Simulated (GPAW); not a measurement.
# Y L₃ ELNES/XANES of Y (P6_3/mmc) from DFT

What does one-electron theory with a core hole give for the Y L₃ edge of Y (P6_3/mmc)?

Main program and level: GPAW 26.7.0; X-ray absorption from dipole matrix elements to empty bands, plane-wave PAW PBE.

**1. Set-up**

The structure is hexagonal, space group P6_3/mmc (No. 194). Conventional cell: a = 3.647 Å, b = 3.647 Å, c = 5.731 Å, α = 90.00°, β = 90.00°, γ = 120.00°. Nearest to Y lie 12 Y at 3.56 to 3.65 Å.

As a file:

```cif
data_structure
_symmetry_space_group_name_H-M 'P 1'
_symmetry_Int_Tables_number 1
_cell_length_a 3.6474
_cell_length_b 3.6474
_cell_length_c 5.7306
_cell_angle_alpha 90.000
_cell_angle_beta 90.000
_cell_angle_gamma 120.000
_cell_volume 66.02
loop_
_atom_site_label
_atom_site_type_symbol
_atom_site_fract_x
_atom_site_fract_y
_atom_site_fract_z
_atom_site_occupancy
Y1 Y 0.66667 0.33333 0.75000 1
Y2 Y 0.33333 0.66667 0.25000 1
```

**2. The field without a hole**

The ground state comes first: it tells whether the system has a gap, which decides how the excited electron is treated.

scf.py reads:

```python
import numpy as np
from ase import Atoms
from ase.parallel import parprint, paropen
from gpaw import GPAW, PW, FermiDirac, Mixer, MixerDif, setup_paths
from gpaw.test import gen
setup_paths.insert(0, '.')
gen('Y', name='nch2p', xcname='PBE', corehole=(2, 1, 0), write_xml=True)
from gpaw.mpi import world
world.barrier()

atoms = Atoms('Y2',
    cell=[[3.6474, 0, 0],
     [-1.8237, 3.15874106, 0],
     [0, 0, 5.7306]],
    scaled_positions=[[0.66666667, 0.33333333, 0.75],
     [0.33333333, 0.66666667, 0.25]],
    pbc=True)
atoms.calc = calc = GPAW(legacy_gpaw=True, mode=PW(430), xc='PBE', setups={0: 'nch2p'},
    kpts={'size': (8, 8, 5), 'gamma': True}, occupations=FermiDirac(0.05),
    charge=0, mixer=Mixer(0.1, 5, 50), maxiter=150,
    convergence={'density': 0.0001}, txt='scf.txt')
energy = atoms.get_potential_energy() + calc.get_reference_energy()
ef = calc.get_fermi_level()
out = dict(energy=energy, fermi=ef, forces=atoms.get_forces().tolist())
parprint(f'all-electron energy {energy:.4f} eV, Fermi level {ef:.4f} eV')
ev = np.array([[calc.get_eigenvalues(k, s) for k in range(len(calc.get_ibz_k_points()))] for s in range(calc.get_number_of_spins())])
out['homo'], out['lumo'], out['counts'] = ev[ev < ef].max(), ev[ev > ef].min(), sorted(set((ev < ef).sum((0, 2)).tolist()))
out['filled'] = (ev[:, 0] < ef).sum(1).tolist()
import json
with paropen('out.json', 'w') as f:
    json.dump(out, f)
```

The run is started by

```sh
$ OMP_NUM_THREADS=1 mpirun -n 4 gpaw python scf.py
```

Numbers of over 12 decimals in the logs are rounded to 6 here.

What it wrote:

```text
Input parameters:
  convergence: {density: 0.0001}
  kpts: {gamma: True,
         size: (8, 8, 5)}
  maxiter: 150
  mixer: {backend: pulay,
          beta: 0.1,
          method: separate,
          nmaxold: 5,
          weight: 50}
  mode: {ecut: 430.0,
         name: pw}
  occupations: {fixmagmom: False,
                name: fermi-dirac,
                width: 0.05}
  setups: {0: nch2p}
  xc: PBE

Initialize ...

[... PAW data sets ...]

Reference energy: -184182.768868  # eV

Spin-paired calculation

[... convergence settings ...]
Symmetries present (total): 2
  [... symmetry matrices ...]

320 k-points: 8 x 8 x 5 Monkhorst-Pack grid + [1/16,1/16,0.000000]
93 k-points in the irreducible part of the Brillouin zone
       k-points in crystal coordinates                weights
   0:     0.00000000    0.00000000    0.00000000          1/320
   1:     0.00000000    0.00000000    0.20000000          2/320
   2:     0.00000000    0.00000000    0.40000000          2/320
   3:     0.00000000    0.12500000   -0.40000000          2/320
   4:     0.00000000    0.12500000   -0.20000000          2/320
   5:     0.00000000    0.12500000    0.00000000          2/320
   6:     0.00000000    0.12500000    0.20000000          2/320
   7:     0.00000000    0.12500000    0.40000000          2/320
   8:     0.00000000    0.25000000   -0.40000000          2/320
   9:     0.00000000    0.25000000   -0.20000000          2/320
          ...
  92:     0.50000000    0.50000000    0.40000000          4/320

Wave functions: Plane wave expansion
  Cutoff energy: 430.000 eV
  Number of coefficients (min, max): 1320, 1351
  Pulay-stress correction: 0.000000 eV/Ang^3 (de/decut=0.000000)
  Using FFTW library
  Wavefunction extrapolation:
    Improved wavefunction reuse through dual PAW basis

Occupation numbers: Fermi-Dirac:
  width: 0.0500  # eV

Eigensolver
   Davidson(niter=2)

Densities:
  Coarse grid: 18*18*28 grid
  Fine grid: 36*36*56 grid
  Total Charge: 0.000000

Density mixing:
  Method: separate
  Backend: pulay
  Linear mixing parameter: 0.1
  old densities: 5
  Width of damping distribution: 1.1
  Damping of long wavelength oscillations: 50

[... Hamiltonian set-up ...]
Number of atoms: 2
Number of atomic orbitals: 26
Number of bands in calculation: 18
Number of valence electrons: 22
Bands to converge: occupied

... initialized

Initializing position-dependent things.

Density initialized from atomic densities
Creating initial wave functions:
  18 bands from LCAO basis set

           Y

        Y

Atomic positions and initial magnetic moments

Positions:
   0 Y      1.823700    1.052914    4.297950    ( 0.0000,  0.0000,  0.0000)
   1 Y     -0.000000    2.105827    1.432650    ( 0.0000,  0.0000,  0.0000)

Unit cell:
           periodic     x           y           z      points  spacing
  1. axis:    yes    3.647400    0.000000    0.000000    18     0.1755
  2. axis:    yes   -1.823700    3.158741    0.000000    18     0.1755
  3. axis:    yes    0.000000    0.000000    5.730600    28     0.2047

  Lengths:   3.647400   3.647400   5.730600
  Angles:   90.000000  90.000000 120.000000

Effective grid spacing dv^(1/3) = 0.1938

iter:   1    -9.489662
iter:   2    -9.453967   -1.93  -1.47
iter:   3    -9.384766   -1.24  -1.52
iter:   4    -9.375905   -2.57  -2.16
iter:   5    -9.455515   -1.98  -2.17
iter:   6    -9.365967   -1.72  -1.90
iter:   7    -9.364585   -3.28  -2.72
iter:   8    -9.364375c  -4.51  -2.80
iter:   9    -9.364524c  -4.66  -3.40
iter:  10    -9.364422c  -5.68  -3.04
iter:  11    -9.364353c  -4.68  -3.27
iter:  12    -9.364353c  -6.14  -4.31c
iter:  13    -9.364354c  -7.59c -4.69c

Converged after 13 iterations.

Dipole moment: (-0.000000, 0.000000, -0.000000) |e|*Ang

Energy contributions relative to reference atoms: (reference = -184182.768868)

Kinetic:         +1.105841
Potential:       +0.107934
External:        +0.000000
XC:             -10.230356
Entropy (-ST):   -0.040387
Local:           -0.327579
SIC:             +0.000000
--------------------------
Free energy:     -9.384547
Extrapolated:    -9.364354

Showing only first 2 kpts
 Kpt  Band  Eigenvalues  Occupancy
  0     9      4.55155    2.00000
  0    10      7.22583    0.00000
  0    11      8.13829    0.00000
  0    12      8.13829    0.00000

  1     9      4.34055    2.00000
  1    10      7.06075    0.00000
  1    11      8.02513    0.00000
  1    12      8.02514    0.00000

Fermi level: 6.37581

No gap
No difference between direct/indirect transitions

Forces in eV/Ang:
  0 Y     0.00000    0.00000   -0.00000
  1 Y     0.00000   -0.00000    0.00000
Scalar-relativistic atomic PBE calculation for Y (Yttrium, Z=39)
Core hole in 2p state (2p occupation: 6.0)
750 radial gridpoints.
|------------------------------------------------|
|------------------------------------------------|
[... the atom generator's iteration count ...]

Energy contributions:
-------------------------
Kinetic:    +3473.635038
XC:          -109.328829
Potential:  -6748.602211
-------------------------
Total:      -3384.296002

state      eigenvalue         ekin         rmax
-----------------------------------------------
1s^2.0 :  -619.471805   787.264559        0.025
2s^2.0 :   -84.908623   157.281571        0.141
2p^6.0 :   -75.627696   152.039269        0.113
3s^2.0 :   -13.553656    39.913732        0.422
3p^6.0 :   -10.536387    36.705458        0.416
3d^10.0:    -5.556851    31.540396        0.361
4s^2.0 :    -1.762974     7.936873        1.131
4p^6.0 :    -1.026078     6.167189        1.247
4d^1.0 :    -0.092487     2.159767        1.781
5s^2.0 :    -0.150720     0.903172        3.373
5p^0.0 :    -0.052973     0.471826        4.403
-----------------------------------------------
(units: Bohr and Hartree)

Generating PAW setup
Kinetic energy of the core from tauc = 3474.040643032569
Cutoffs:
rc(s)=2.510
rc(p)=2.490
rc(d)=2.430
rc(vbar)=2.450
rc(comp)=2.410
rc(nct)=2.510

Kinetic energy of the core states: 3416.792048
Charge: 0.0
Core electrons: 28.0
Valence electrons: 11.0
Pseudo-core charge: 0.003781
Shape function alpha=1.722
Pseudo-electron charge 7.475602
state    eigenvalue         norm
--------------------------------
4s(2) :    -1.762974     0.688220
5s(2) :    -0.150720     0.973119
4p(6) :    -1.026078     0.547490
5p(0) :    -0.052973     0.977702
4d(1) :    -0.092487     0.864204
*d    :     0.907513
--------------------------------

Diagonalizing with gridspacing h=0.050

state   all-electron     PAW
-------------------------------
4s:      -1.762974    -1.763432
4p:      -1.026078    -1.026747
4d:      -0.092487    -0.092821
*f:                    0.058258
-------------------------------
all-electron energy -184192.1332 eV, Fermi level 6.3758 eV
```

Wall time 14 s (4 MPI ranks of Arm Neoverse V2, shared host); peak memory 0.17 GiB; 50 s of CPU time.

The mesh shows no gap, so the system is treated as a metal and the core electron is put at the Fermi level (neutral cell).

**3. Spectrum without a core hole, Y atom 1**

Without a hole the spectrum is the empty density of states of the right symmetry on the absorber, weighted by matrix elements. It needs only the small cell and serves as the baseline. The data set with a hole of occupation 0 only carries the core orbital.

The absorber has 6 Y at 3.56 Å and 6 Y at 3.65 Å (anticuboctahedral, as in hcp, site symmetry -6m2).

xas.py reads:

```python
import numpy as np
from ase import Atoms
from ase.parallel import parprint, paropen
from gpaw import GPAW, PW, FermiDirac, Mixer, MixerDif, setup_paths
from gpaw.test import gen
setup_paths.insert(0, '.')
gen('Y', name='nch2p', xcname='PBE', corehole=(2, 1, 0), write_xml=True)
from gpaw.mpi import world
world.barrier()

atoms = Atoms('Y2',
    cell=[[3.6474, 0, 0],
     [-1.8237, 3.15874106, 0],
     [0, 0, 5.7306]],
    scaled_positions=[[0.66666667, 0.33333333, 0.75],
     [0.33333333, 0.66666667, 0.25]],
    pbc=True)
atoms.calc = calc = GPAW(legacy_gpaw=True, mode=PW(430), xc='PBE', setups={0: 'nch2p'},
    kpts={'size': (11, 11, 6), 'gamma': True}, occupations=FermiDirac(0.1),
    charge=0, mixer=Mixer(0.1, 5, 50), maxiter=150,
    convergence={'density': 0.0001}, txt='scf.txt')
energy = atoms.get_potential_energy() + calc.get_reference_energy()
ef = calc.get_fermi_level()
out = dict(energy=energy, fermi=ef, forces=atoms.get_forces().tolist())
parprint(f'all-electron energy {energy:.4f} eV, Fermi level {ef:.4f} eV')
ev = np.array([[calc.get_eigenvalues(k, s) for k in range(len(calc.get_ibz_k_points()))] for s in range(calc.get_number_of_spins())])
out['homo'], out['lumo'], out['counts'] = ev[ev < ef].max(), ev[ev > ef].min(), sorted(set((ev < ef).sum((0, 2)).tolist()))
out['filled'] = (ev[:, 0] < ef).sum(1).tolist()

from ase.units import Ha
from gpaw.xas import dipole_matrix_elements
nb = int(calc.get_number_of_electrons() / 2) + 53
top, nb = nb, nb + 8 + nb // 12
nscf = calc.fixed_density(kpts={'size': (5, 5, 3), 'gamma': True}, nbands=nb,
    convergence={'bands': top, 'eigenstates': 1e-5}, maxiter=60, txt='nscf.txt')
cell = atoms.cell.array
ops = [cell.T @ U.T @ np.linalg.inv(cell.T) for U in nscf.wfs.kd.symmetry.op_scc]
E = np.arange(-25, 34, 0.1)
fwhm = np.interp(E, [4, 25], [1.5, 3.5])
Y, X, zero, highest = 0, 0, 1e9, 1e9
for spin in range(nscf.get_number_of_spins()):
    wfs = nscf.wfs
    A = dipole_matrix_elements(wfs.setups[0])
    eps = np.zeros((wfs.kd.nibzkpts, nb))
    d = np.zeros((3, A.shape[1], wfs.kd.nibzkpts, nb), complex)
    for kpt in wfs.kpt_u:
        if kpt.s == spin and 0 in kpt.P_ani:
            eps[kpt.k] = kpt.eps_n * Ha
            d[:, :, kpt.k] = (kpt.weight * wfs.nspins / 2) ** 0.5 * np.inner(A, kpt.P_ani[0])
    world.sum(eps)
    world.sum(d)
    T = np.einsum('amkn,bmkn->abkn', d, d.conj()).real
    T = sum(np.einsum('ai,ijkn,bj->abkn', R, T, R) for R in ops) / len(ops)
    empty = eps > ef
    zero, highest = min(zero, eps[empty].min()), min(highest, eps[:, top - 1].min())
    lines = [(eps, T, empty)] if spin == 0 else lines + [(eps, T, empty)]
for eps, T, empty in lines:
    f = np.einsum('aakn->akn', T).reshape(3, -1)
    x = eps.ravel() - zero
    w = np.interp(x, E, fwhm) / 2.35482
    g = np.exp(-0.5 * ((E[:, None] - x) / w) ** 2) / (w * (2 * np.pi) ** 0.5)
    Y = Y + (f * empty.ravel()) @ g.T
    X = X + (f * ~empty.ravel()) @ g.T
out.update(E=E.round(2).tolist(), xas=Y.tolist(), xes=X.tolist(), zero=zero, valid=highest - zero, nk=len(eps), nb=nb)
for i in range(0, len(E), 10):
    parprint(f'{E[i]:7.2f}', *(f'{v:10.3e}' for v in Y[:, i]))
import json
with paropen('out.json', 'w') as f:
    json.dump(out, f)
```

The run is started by

```sh
$ OMP_NUM_THREADS=1 mpirun -n 4 gpaw python xas.py
```

What it wrote:

```text
Input parameters:
  convergence: {density: 0.0001}
  kpts: {gamma: True,
         size: (11, 11, 6)}
  maxiter: 150
  mixer: {backend: pulay,
          beta: 0.1,
          method: separate,
          nmaxold: 5,
          weight: 50}
  mode: {ecut: 430.0,
         name: pw}
  occupations: {fixmagmom: False,
                name: fermi-dirac,
                width: 0.1}
  setups: {0: nch2p}
  xc: PBE

Initialize ...

[...]
*d    :     0.907513
--------------------------------

Diagonalizing with gridspacing h=0.050

state   all-electron     PAW
-------------------------------
4s:      -1.762974    -1.763432
4p:      -1.026078    -1.026747
4d:      -0.092487    -0.092821
*f:                    0.058258
-------------------------------
all-electron energy -184192.1488 eV, Fermi level 6.3837 eV
[...]
32.00  1.153e-05  1.153e-05  1.022e-05
  33.00  1.124e-05  1.124e-05  1.051e-05
[key lines of the parts left out:]
Converged after 13 iterations.
Dipole moment: (-0.000000, 0.000000, -0.000000) |e|*Ang
Free energy:     -9.440987
Fermi level: 6.38371
```

Run time: 28 s. Hardware: 4 MPI ranks; peak memory 0.25 GiB.

The Y L₃ spectrum, Y atom 1, no core hole (energy from the lowest empty level; intensity scaled to a mean of 1 over the first 20 eV; polarised curves are means over the symmetry-equivalent atoms):

| E (eV) | isotropic | ε ⊥ c | ε ∥ c |
| --- | --- | --- | --- |
| -2.00 | 0.00 | 0.00 | 0.00 |
| -1.25 | 0.03 | 0.03 | 0.03 |
| -0.50 | 0.22 | 0.23 | 0.21 |
| 0.25 | 0.66 | 0.66 | 0.68 |
| 1.00 | 1.27 | 1.22 | 1.36 |
| 1.75 | 1.56 | 1.57 | 1.54 |
| 2.50 | 1.35 | 1.39 | 1.26 |
| 3.25 | 1.41 | 1.41 | 1.40 |
| 4.00 | 2.06 | 2.09 | 2.02 |
| 4.75 | 2.65 | 2.65 | 2.64 |
| 5.50 | 1.99 | 1.94 | 2.10 |
| 6.25 | 1.02 | 1.02 | 1.03 |
| 7.00 | 0.74 | 0.75 | 0.71 |
| 7.75 | 0.86 | 0.86 | 0.85 |
| 8.50 | 0.82 | 0.82 | 0.82 |
| 9.25 | 0.77 | 0.77 | 0.77 |
| 10.00 | 0.88 | 0.90 | 0.85 |
| 10.75 | 0.95 | 0.97 | 0.92 |
| 11.50 | 0.85 | 0.84 | 0.86 |
| 12.25 | 0.66 | 0.64 | 0.70 |
| 13.00 | 0.53 | 0.52 | 0.55 |
| 13.75 | 0.49 | 0.48 | 0.49 |
| 14.50 | 0.50 | 0.49 | 0.52 |
| 15.25 | 0.57 | 0.55 | 0.59 |
| 16.00 | 0.67 | 0.67 | 0.67 |
| 16.75 | 0.76 | 0.78 | 0.71 |
| 17.50 | 0.76 | 0.79 | 0.70 |
| 18.25 | 0.70 | 0.71 | 0.67 |
| 19.00 | 0.64 | 0.64 | 0.65 |
| 19.75 | 0.63 | 0.62 | 0.67 |
| 20.50 | 0.66 | 0.64 | 0.70 |
| 21.25 | 0.69 | 0.67 | 0.72 |
| 22.00 | 0.68 | 0.67 | 0.69 |
| 22.75 | 0.64 | 0.64 | 0.63 |
| 23.50 | 0.58 | 0.59 | 0.56 |
| 24.25 | 0.52 | 0.53 | 0.50 |
| 25.00 | 0.48 | 0.49 | 0.46 |
| 25.75 | 0.47 | 0.47 | 0.46 |
| 26.50 | 0.49 | 0.48 | 0.49 |
| 27.25 | 0.52 | 0.51 | 0.53 |
| 28.00 | 0.56 | 0.55 | 0.58 |
| 28.75 | 0.58 | 0.58 | 0.60 |
| 29.50 | 0.59 | 0.59 | 0.60 |
| 30.25 | 0.58 | 0.59 | 0.57 |
| 31.00 | 0.56 | 0.57 | 0.53 |
| 31.75 | 0.53 | 0.55 | 0.49 |

Main maxima below 30 eV (height): 1.8 eV (1.56), 4.8 eV (2.66), 8.0 eV (0.87), 10.6 eV (0.95), 17.2 eV (0.77) and 21.4 eV (0.69). At an L edge the dipole rule selects empty d (and weakly s) states on the absorber, and the strong line at the onset measures the empty part of its d band.

The same matrix elements for filled bands give the Y L₃ emission of Y atom 1 (ground-state approximation; energy from the lowest empty level, largest value 1):

```
E (eV)  emission
-24.00      0.00
-23.25      0.00
-22.50      0.00
-21.75      0.00
-21.00      0.00
-20.25      0.00
-19.50      0.00
-18.75      0.00
-18.00      0.00
-17.25      0.00
-16.50      0.00
-15.75      0.00
-15.00      0.00
-14.25      0.00
-13.50      0.00
-12.75      0.00
-12.00      0.00
-11.25      0.00
-10.50      0.00
 -9.75      0.00
 -9.00      0.00
 -8.25      0.00
 -7.50      0.00
 -6.75      0.00
 -6.00      0.00
 -5.25      0.00
 -4.50      0.01
 -3.75      0.04
 -3.00      0.10
 -2.25      0.30
 -1.50      0.67
 -0.75      0.99
  0.00      0.74
  0.75      0.20
  1.50      0.02
  2.25      0.00
  3.00      0.00
```

Emission maxima: -0.6 eV (1.00).

**4. Reference energy of the supercell**

The photon energy needs a difference of total energies, so the cell and mesh of the coming hole run are first run without a hole.

Changes to scf.py since step 2:

```diff
@@ -10,11 +10,17 @@
 
-atoms = Atoms('Y2',
-    cell=[[3.6474, 0, 0],
-     [-1.8237, 3.15874106, 0],
-     [0, 0, 5.7306]],
-    scaled_positions=[[0.66666667, 0.33333333, 0.75],
-     [0.33333333, 0.66666667, 0.25]],
+atoms = Atoms('Y8',
+    cell=[[-1.8237, -3.15874106, -5.7306],
+     [1.8237, 3.15874106, -5.7306],
+     [7.2948, 0, 0]],
+    scaled_positions=[[0.45833333, 0.79166667, 0.16666667],
+     [0.95833333, 0.29166667, 0.16666667],
+     [0.45833333, 0.79166667, 0.66666667],
+     [0.95833333, 0.29166667, 0.66666667],
+     [0.54166667, 0.20833333, 0.83333333],
+     [0.04166667, 0.70833333, 0.83333333],
+     [0.54166667, 0.20833333, 0.33333333],
+     [0.04166667, 0.70833333, 0.33333333]],
     pbc=True)
 atoms.calc = calc = GPAW(legacy_gpaw=True, mode=PW(430), xc='PBE', setups={0: 'nch2p'},
-    kpts={'size': (8, 8, 5), 'gamma': True}, occupations=FermiDirac(0.05),
+    kpts={'size': (3, 3, 3), 'gamma': True}, occupations=FermiDirac(0.1),
     charge=0, mixer=Mixer(0.1, 5, 50), maxiter=150,
```

The run is started by

```sh
$ OMP_NUM_THREADS=1 mpirun -n 4 gpaw python scf.py
```

What it wrote:

```text
Input parameters:
  convergence: {density: 0.0001}
  kpts: {gamma: True,
         size: (3, 3, 3)}
  maxiter: 150
  mixer: {backend: pulay,
          beta: 0.1,
          method: separate,
          nmaxold: 5,
          weight: 50}
  mode: {ecut: 430.0,
         name: pw}
  occupations: {fixmagmom: False,
                name: fermi-dirac,
                width: 0.1}
  setups: {0: nch2p}
  xc: PBE

Initialize ...

[...]
5s(2) :    -0.150720     0.973119
4p(6) :    -1.026078     0.547490
5p(0) :    -0.052973     0.977702
4d(1) :    -0.092487     0.864204
*d    :     0.907513
--------------------------------

Diagonalizing with gridspacing h=0.050

state   all-electron     PAW
-------------------------------
4s:      -1.762974    -1.763432
4p:      -1.026078    -1.026747
4d:      -0.092487    -0.092821
*f:                    0.058258
-------------------------------
all-electron energy -736768.6590 eV, Fermi level 6.3878 eV
[key lines of the parts left out:]
Converged after 13 iterations.
Dipole moment: (-0.000000, 0.000000, 0.000000) |e|*Ang
Free energy:    -37.806469
Fermi level: 6.38781
```

The job ended after 31 s (4 MPI ranks; peak memory 0.29 GiB).

Reference energy: -736768.659 eV with the cores included.

[end of part 1 of 3]

[Banner, clock and machine lines of the logs are left out without a mark of their own.]

[Logs are printed without paths, hosts, clocks, repeated set-up lines and the standing remarks that a program may print on its own settings, such as how far it seeks lower states.]

[Hosts, paths, dates, database ids (printed as entryN), source tags and the programs' standing remarks are cut or masked in the printed files.]

[Lists of maxima count a maximum above −3 eV only where it reaches 4 % of the highest in the window and stands out from its surroundings by 2 % of it (1.5 % where it reaches 55 %); shoulders and weaker maxima are passed over, and of the rest the first, up to two pre-edge ones and the few strongest are named.]
